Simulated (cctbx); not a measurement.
# Ti12W: precision against data quality

Space group Im-3 (no. 204), a = 7.4760 Å, b = 7.4760 Å, c = 7.4760 Å, α = 90.00°, β = 90.00°, γ = 90.00°.

| atom | mult. | x | y | z | Ueq (Å²) |
| --- | --- | --- | --- | --- | --- |
| W1 | 2 | 0 | 0 | 0 | 0.0033 |
| Ti1 | 24 | 0.3165 | 0.1871 | 1/2 | 0.0036 |

The model is made up (kin elements in a known structure type, no relaxation), so it says nothing on whether the phase exists.

Five simulated data sets (cctbx; Ag Kα, λ = 0.56087 Å; 4 % proportional error) differ in resolution or exposure (noise floor 2 counts in the first three, 8 in the last two). Each is refined with the right model, isotropic at 1.1 Å and anisotropic otherwise. How do the figures of merit and the uncertainties move?

```csv
d min (Å),top counts,"⟨I/σ⟩ (unmerged, absences included)",unique,param. (scale apart),Rint,R1,GooF,largest s.u. xyz (fractional),s.u. U of Ti1 (Å²),largest error (Å)
1.1,40000,9.8,38,4,0.032,0.0054,1.45,0.00007,0.0004,0.0006
0.84,40000,9.7,79,7,0.032,0.0044,0.93,0.00003,0.0001,0.0002
0.6,40000,8.9,204,7,0.034,0.0044,0.94,0.00001,0.0000,0.0002
0.75,300,1.3,108,7,0.234,0.0338,0.89,0.00034,0.0013,0.0026
0.75,3000,4.6,108,7,0.057,0.0101,0.89,0.00006,0.0002,0.0004
```

GooF reaches 1.45 where the model lacks something that the data hold (anisotropy at the isotropic level, for one). The s.u. of U for Ti1 goes 0.0004, 0.0001, 0.0000 Å² with resolution and 0.0013, 0.0002 Å² with exposure.

The 1.1 Å row also differs in its displacement model, so it isn't a clean test of resolution.

Hardware for the 0.6 Å refinement: 0.39 s on 1 thread of Arm Neoverse V2 (shared host), peak memory 0.09 GiB.

[Logs are printed without paths, hosts, clocks, repeated set-up lines and the standing remarks that a program may print on its own settings, such as how far it seeks lower states.]
